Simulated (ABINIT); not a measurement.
# Quasiparticle gap of Diamond (Fd-3m, 2 atoms a cell) in ABINIT, part 3 of 3

How does a plane-wave GW calculation on Diamond (Fd-3m, 2 atoms a cell) run from the first input to the gap?

ABINIT 10.8.3; PBE and many-body steps on it, plane waves. Known limits of the many-body steps: not at the basis limit.

So far. Step 4 (Empty states on the mesh, 8×8×8 mesh, 299 bands): On this mesh the gap is 4.190 eV. Step 5 (Screening, 8×8×8 mesh, 291 bands, screening to 598.7 eV): Local fields lower ε∞ by 7 %.

## 6. Self-energy, 8×8×8 mesh, 291 bands, screening to 598.7 eV

The self-energy is evaluated for the states that the input lists, and the levels follow from it, in one-shot runs by the linearised quasiparticle equation.

This step: G0W0 on PBE, plane waves, norm-conserving pseudopotentials.

File run.abi:

```
acell 3*1.0 Angstrom
rprim 
  -0.000000000000 1.783370000000 1.783370000000
  1.783370000000 -0.000000000000 1.783370000000
  1.783370000000 1.783370000000 0.000000000000
ntypat 1
znucl 6
natom 2
typat 1 1
xred 
  0.000000000000 0.000000000000 -0.000000000000
  0.250000000000 0.250000000000 0.250000000000
pp_dirpath "pseudos"
pseudos "C.upf"
ecut 37
ngkpt 8 8 8
nshiftk 1
shiftk 0 0 0
kptopt 1
chksymbreak 0
istwfk *1
occopt 1
irdwfk 1
optdriver 4
nband 291
gwcalctyp 0
ecutsigx 37
symsigma 1
nkptgw 4
kptgw 
  0.0000000000 0.0000000000 0.0000000000
  0.3750000000 0.3750000000 0.0000000000
  0.5000000000 0.0000000000 0.0000000000
  0.5000000000 0.5000000000 0.0000000000
bdgw 
  2 7
  3 6
  3 6
  3 6
ecuteps 22
irdscr 1
ppmodel 1
indata_prefix "in"
outdata_prefix "out"
tmpdata_prefix "tmp"
```

The run is started by

```console
$ OMP_NUM_THREADS=1 mpirun -n 4 abinit run.abi > log
```

Numbers of over 12 decimals in the logs are rounded to 6 here.

What it wrote:

```text
.Version 10.8.3 of ABINIT. v10.8.2 released Aug 2026.

 Symmetries : space group Fd -3 m (#227); Bravais cF (face-center cubic)
[... echo of the input left out ...]
== DATASET  1 ==================================================================
-   mpi_nproc: 4, omp_nthreads: 1 (-1 if OMP is not activated)

--- !DatasetInfo
iteration_state: {dtset: 1, }
dimensions: {natom: 2, nkpt: 29, mband: 291, nsppol: 1, nspinor: 1, nspden: 1, mpw: 869, }
cutoff_energies: {ecut:  37.0, pawecutdg:  -1.0, }
electrons: {nelect:   8.00000000E+00, charge:   0.00000000E+00, occopt:   1.00000000E+00, tsmear:   1.00000000E-02, }

 SIGMA: Calculation of the GW corrections

 Based on a program developped by R.W. Godby, V. Olevano, G. Onida, and L. Reining.
 Incorporated in ABINIT by V. Olevano, G.-M. Rignanese, and M. Torrent.
.Using double precision arithmetic ; gwpc =  8

[... cell and pseudopotentials left out ...]
--------------------------------------------------------------------------------

 ==== K-mesh for the wavefunctions ====
 Number of points in the irreducible wedge :    29
[... list of points left out ...]
 Together with 48 symmetry operations and time-reversal symmetry
 yields   512 points in the full Brillouin Zone.

 ==== Q-mesh for screening function ====
 Number of points in the irreducible wedge :    29
[... list of points left out ...]
 Together with 48 symmetry operations and time-reversal symmetry
 yields   512 points in the full Brillouin Zone.

 vcoul_init : cutoff-mode = AUXILIARY_FUNCTION
 q-points for optical limit:   1
     1)      0.000010    0.000020    0.000030
 setmesh: FFT mesh size selected  =    32x   32x   32
          total number of points  =        32768

 Number of electrons calculated from density =    8.0000; Expected =    8.0000
 average of density, n =  0.104505
 r_s =    1.3170
 omega_plasma =   31.1835 [eV]

 === KS Band Gaps ===
  >>>> For spin  1
   Minimum direct gap =   5.6255 [eV], located at k-point      :   0.0000  0.0000  0.0000
   Fundamental gap    =   4.1901 [eV], Top of valence bands at :   0.0000  0.0000  0.0000
                                       Bottom of conduction at :   0.3750  0.3750  0.0000
 SIGMA fundamental parameters:
 PLASMON POLE MODEL  1
 number of plane-waves for SigmaX                  869
 number of plane-waves for SigmaC and W            339
 number of plane-waves for wavefunctions           869
 number of bands                                   291
 number of independent spin polarizations            1
 number of spinorial components                      1
 number of k-points in IBZ                          29
 number of q-points in IBZ                          29
 number of symmetry operations                      48
 number of k-points in BZ                          512
 number of q-points in BZ                          512
 number of frequencies for dSigma/dE                 9
 frequency step for dSigma/dE [eV]                0.25
 number of omega for Sigma on real axis              0
 max omega for Sigma on real axis  [eV]           0.00
 zcut for avoiding poles [eV]                     0.10

 EPSILON^-1 parameters (SCR file):
 dimension of the eps^-1 matrix on file            339
 dimension of the eps^-1 matrix used               339
 number of plane-waves for wavefunctions           869
 number of bands                                   291
 number of q-points in IBZ                          29
 number of frequencies                               2
 number of real frequencies                          1
 number of imag frequencies                          1

 matrix elements of self-energy operator (all in [eV])

 Perturbative Calculation

--- !SelfEnergy_ee
iteration_state: {dtset: 1, }
kpoint     : [   0.000,    0.000,    0.000, ]
spin       : 1
KS_gap     :    5.626
QP_gap     :    7.438
Delta_QP_KS:    1.813
data: !SigmaeeData |
     Band     E0 <VxcDFT>   SigX SigC(E0)      Z dSigC/dE  Sig(E)    E-E0       E
        2  10.293 -16.962 -19.293   1.207   0.830  -0.205 -17.895  -0.933   9.360
        3  10.293 -16.962 -19.293   1.207   0.830  -0.205 -17.895  -0.933   9.360
        4  10.293 -16.962 -19.293   1.207   0.830  -0.205 -17.895  -0.933   9.360
        5  15.918 -15.643  -9.539  -5.045   0.831  -0.203 -14.763   0.880  16.799
        6  15.918 -15.643  -9.539  -5.045   0.831  -0.203 -14.763   0.880  16.799
        7  15.918 -15.643  -9.539  -5.045   0.831  -0.203 -14.763   0.880  16.799

--- !SelfEnergy_ee
iteration_state: {dtset: 1, }
kpoint     : [   0.375,    0.375,    0.000, ]
spin       : 1
KS_gap     :    9.944
QP_gap     :   11.629
Delta_QP_KS:    1.685
data: !SigmaeeData |
     Band     E0 <VxcDFT>   SigX SigC(E0)      Z dSigC/dE  Sig(E)    E-E0       E
        3   4.539 -15.969 -20.469   2.954   0.815  -0.227 -17.229  -1.261   3.278
        4   4.539 -15.969 -20.469   2.954   0.815  -0.227 -17.229  -1.261   3.278
        5  14.483 -14.094  -8.673  -4.917   0.841  -0.189 -13.670   0.424  14.907
        6  17.096 -13.238  -7.304  -5.435   0.842  -0.187 -12.817   0.421  17.517

--- !SelfEnergy_ee
iteration_state: {dtset: 1, }
kpoint     : [   0.500,    0.000,    0.000, ]
spin       : 1
KS_gap     :   11.329
QP_gap     :   13.392
Delta_QP_KS:    2.063
data: !SigmaeeData |
     Band     E0 <VxcDFT>   SigX SigC(E0)      Z dSigC/dE  Sig(E)    E-E0       E
[...]
6  18.810 -15.257  -8.227  -5.873   0.828  -0.207 -14.299   0.959  19.769

--- !SelfEnergy_ee
iteration_state: {dtset: 1, }
kpoint     : [   0.500,    0.500,    0.000, ]
spin       : 1
KS_gap     :   11.141
QP_gap     :   12.808
Delta_QP_KS:    1.667
data: !SigmaeeData |
     Band     E0 <VxcDFT>   SigX SigC(E0)      Z dSigC/dE  Sig(E)    E-E0       E
        3   3.977 -15.916 -20.638   3.137   0.815  -0.226 -17.209  -1.293   2.684
        4   3.977 -15.916 -20.638   3.137   0.815  -0.226 -17.209  -1.293   2.684
        5  15.119 -13.579  -8.066  -5.069   0.843  -0.186 -13.205   0.374  15.493
        6  15.119 -13.579  -8.066  -5.069   0.843  -0.186 -13.205   0.374  15.493

== END DATASET(S) ==============================================================
================================================================================

 -outvars: echo values of variables after computation  --------
           etotal      0.0000000000E+00
            nband         291
             nkpt          29
          spgroup         227
 [... the other variables as echoed above ...]

 Calculation completed.
```

It took 7 min on 4 MPI ranks of Arm Neoverse V1, shared host; peak memory 3 GiB.

This step gave:

```
G0W0 gap on the mesh                         : 5.547 eV
starting gap on the mesh                     : 4.190 eV
k of the valence top                         : 0, 0, 0
k of the conduction bottom                   : 0.375, 0.375, 0
Z at the valence top                         : 0.83
Z at the conduction bottom                   : 0.841
least direct G0W0 gap on the computed points : 7.439 eV
```

The gap on the mesh goes from 4.19 eV to 5.55 eV, a correction of +1.36 eV. The start differs from the 4.23 eV found before because the two sample other k points.

Limits: finite bands, cutoff and mesh. v1 is the top filled band, c1 the lowest empty one. Levels before and after the correction, in eV, zero at the valence-band top of each column:

|  | conduction bottom | valence top |
| --- | --- | --- |
| Kohn-Sham | 4.19 | 0.00 |
| G0W0 | 5.55 | 0.00 |

|  | level | energy (eV) |
| --- | --- | --- |
| Kohn-Sham | Γ v3-v1 | 0.000 |
| Kohn-Sham | Γ c1-c3 | 5.626 |
| Kohn-Sham | (0.375 0.375 0) v2-v1 | -5.754 |
| Kohn-Sham | (0.375 0.375 0) c1 | 4.190 |
| Kohn-Sham | (0.375 0.375 0) c2 | 6.803 |
| G0W0 | Γ v3-v1 | 0.000 |
| G0W0 | Γ c1-c3 | 7.439 |
| G0W0 | (0.375 0.375 0) v2-v1 | -6.082 |
| G0W0 | (0.375 0.375 0) c1 | 5.547 |
| G0W0 | (0.375 0.375 0) c2 | 8.157 |

## 7. Where the time went

Times are wall times on 4 MPI ranks of Arm Neoverse V1, shared host, good to a factor of about two.

| step | time | share | memory (GiB) |
| --- | --- | --- | --- |
| ground state | 3.9 s | 0 % | 0.24 |
| bands along the symmetry lines | 3 s | 0 % | 0.21 |
| empty states on the mesh | 8.6 s | 1 % | 0.33 |
| screening | 15 min | 68 % | 3.0 |
| self-energy | 7 min | 31 % | 3.0 |

## 8. Results

| Property | Result |
| --- | --- |
| PBE gap | 4.19 eV, indirect |
| G0W0 gap on the mesh | 5.55 eV |
| GW settings | 8×8×8 mesh, 291 bands, screening to 598.7 eV, Godby-Needs plasmon pole |
| known limits | not at the basis limit |

**Reading.** G0W0 moves the gap on the mesh from 4.19 eV to 5.55 eV (+1.36 eV), with Z of 0.83 and 0.84 at the edges. Local fields lower the RPA ε∞ on this mesh from 5.95 to 5.51. The dearest step here is «screening». Against experiment, by G0W0@PBE: the gap of 5.55 eV lies +0.05 eV from the measured 5.5 eV (kind not stated, quoted 2019); the gap of 5.55 eV lies +0.08 eV from the measured 5.47 eV (kind not stated, quoted 2024). The calculation has static nuclei and no excitons; a measured gap holds zero-point and thermal motion, which mostly lowers it. Bands and cutoff are finite, so the gap is not at the basis limit. The miss can reach some tenths of an eV and take either sign; the mesh is an error of its own.

[Paths, hosts, dates, memory and timing lines, banners, echoed tables and standing remarks are left out of the program output.]

[Logs are printed without paths, hosts, clocks, repeated set-up lines and the standing remarks that a program may print on its own settings, such as how far it seeks lower states.]

[Runs of the session that timed out or met a known fault of the program may be left out.]

[Hosts, paths, dates, database ids (printed as entryN), source tags and the programs' standing remarks are cut or masked in the printed files.]

[G0W0 gaps are taken among the corrected bands and points alone; a level outside them can change the order at an edge.]

[Where Ansatz stands beside ABINIT at settings called matched, ABINIT's density can come from a denser mesh and the files from another edition; pairs whose starting gaps differed by over 0.03 eV were left out, so agreement reads better than it is.]
